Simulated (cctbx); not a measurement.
**Symmetry from intensities**

Cell: a = 9.6480 Å, b = 3.9890 Å, c = 8.7190 Å, α = 90.00°, β = 90.00°, γ = 90.00°. Expected content of the cell: Br4 Zn4 Cu4 S4.

Simulated single-crystal data (cctbx): Mo Kα, λ = 0.71073 Å, to d = 0.8 Å, 95 % of the full sphere, strongest reflection 70000 counts, noise from counting, a 1.5 % proportional error and a noise floor of 2 counts (s.d.); no absorption.

A first pass over the reflections prints:

```text
2545 reflections to d = 0.801 A
centring   violations  <I/sigma> of those
    A       1123 of  1280     26.4
    B       1052 of  1271     21.0
    C       1089 of  1235     26.2
    I       1112 of  1267     26.1
    R       1485 of  1700     25.9
    F       1632 of  1893     24.5
Laue class    unique    Rint  (classes that these axes allow; Friedel mates merged)
P -1             1338   0.013
P 1 2/m 1         775   0.015
P 1 1 2/m         721   0.016
P 2/m 1 1         716   0.015
P m m m           436   0.017
space group    extra absences  I>4sigma  <I/sigma>
P 2 2 2                 0          0         -  acentric
P 21 2 2                9          0       0.3  acentric
P m m 2                 0          0         -  acentric
P 2 m m                 0          0         -  acentric
P m 2 m                 0          0         -  acentric
P 21 m a               92          0       0.1  acentric
P m 2 a                92          0       0.1  acentric
P m m m                 0          0         -  centric
P m m a                92          0       0.1  centric
Wilson B = 1.11 A^2   <|E^2-1|> = 0.884 (0.968 centric, 0.736 acentric)   E^2>4: 2.8 %
shell (A)         n   <I/sigma>
 9.65 - 1.60     72     62.9
 1.60 - 1.27     54     61.7
 1.27 - 1.11     59     63.5
 1.11 - 1.01     48     64.3
 1.01 - 0.94     60     51.7
 0.94 - 0.88     49     56.2
 0.88 - 0.84     56     53.8
 0.84 - 0.80     38     35.8
```

**Question.** What are the lattice type, the Laue class and the likely space group?

Every centring test has many violations, so the lattice is primitive.

Rint stays low (0.013 to 0.017) up to P m m m, the highest class in these axes.

9 settings pass the absence test. The most absences obeyed, 92, belong to P 21 m a, P m 2 a and P m m a, which absences can't tell apart.

⟨|E²−1|⟩ = 0.884 leans to a centrosymmetric structure. The Wilson B of 1.11 Å² means U ≈ 0.0141 Å².

The true group is Pmma (no. 51), Laue class mmm, centrosymmetric. The tables only narrow the choice to the tied entries; cell content, site symmetry and trial solutions must settle it.

The model was made for the exercise: a known structure type with other elements put in, its volume estimated, not relaxed; displacement parameters are assumed.

[Logs are printed without paths, hosts, clocks, repeated set-up lines and the standing remarks that a program may print on its own settings, such as how far it seeks lower states.]
